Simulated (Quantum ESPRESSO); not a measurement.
# Voltage at the next charge: Nb(110), 4 layers, one monolayer of N on longbridge sites against an electrode

Method. Quantum ESPRESSO 7.5, PBE, GBRV ultrasoft; ESM with bc3, a metal electrode 5.27 Å above the top atoms; cell area 7.700 Å²; ions fixed. V is the potential energy of an electron at the electrode over the slab's Fermi level, divided by e, so that it equals the work function at zero charge; positive charge removes electrons.

```tsv
charge (e a cell)	V (V)
0	6.230
0.0116	7.474
0.0231	8.710
```

One more run was made and is withheld. What is V at a charge of 0.0462 e, and what capacitance do the rows imply?

By hand: The last two rows give dV/dq = (8.710 − 7.474)/(0.0231 − 0.0116) = 107.5 V/e, so C = 1602/(7.700 × 107.5) = 1.94 µF/cm², an effective gap of 8.854/1.94 = 4.57 Å. At constant C, V = 8.710 + 107.5 × 0.0231 = 11.19 V.

What the calculation gave: V = 11.208 V; the estimate misses by −0.02 V, 0.6 % of the step. Over the three intervals C goes 1.94, 1.94 and 1.92 µF/cm².

**Limits.** Vacuum fills the gap; a dielectric or electrolyte would change C. The slab is thin.

[Logs are printed without paths, hosts, clocks, repeated set-up lines and the standing remarks that a program may print on its own settings, such as how far it seeks lower states.]
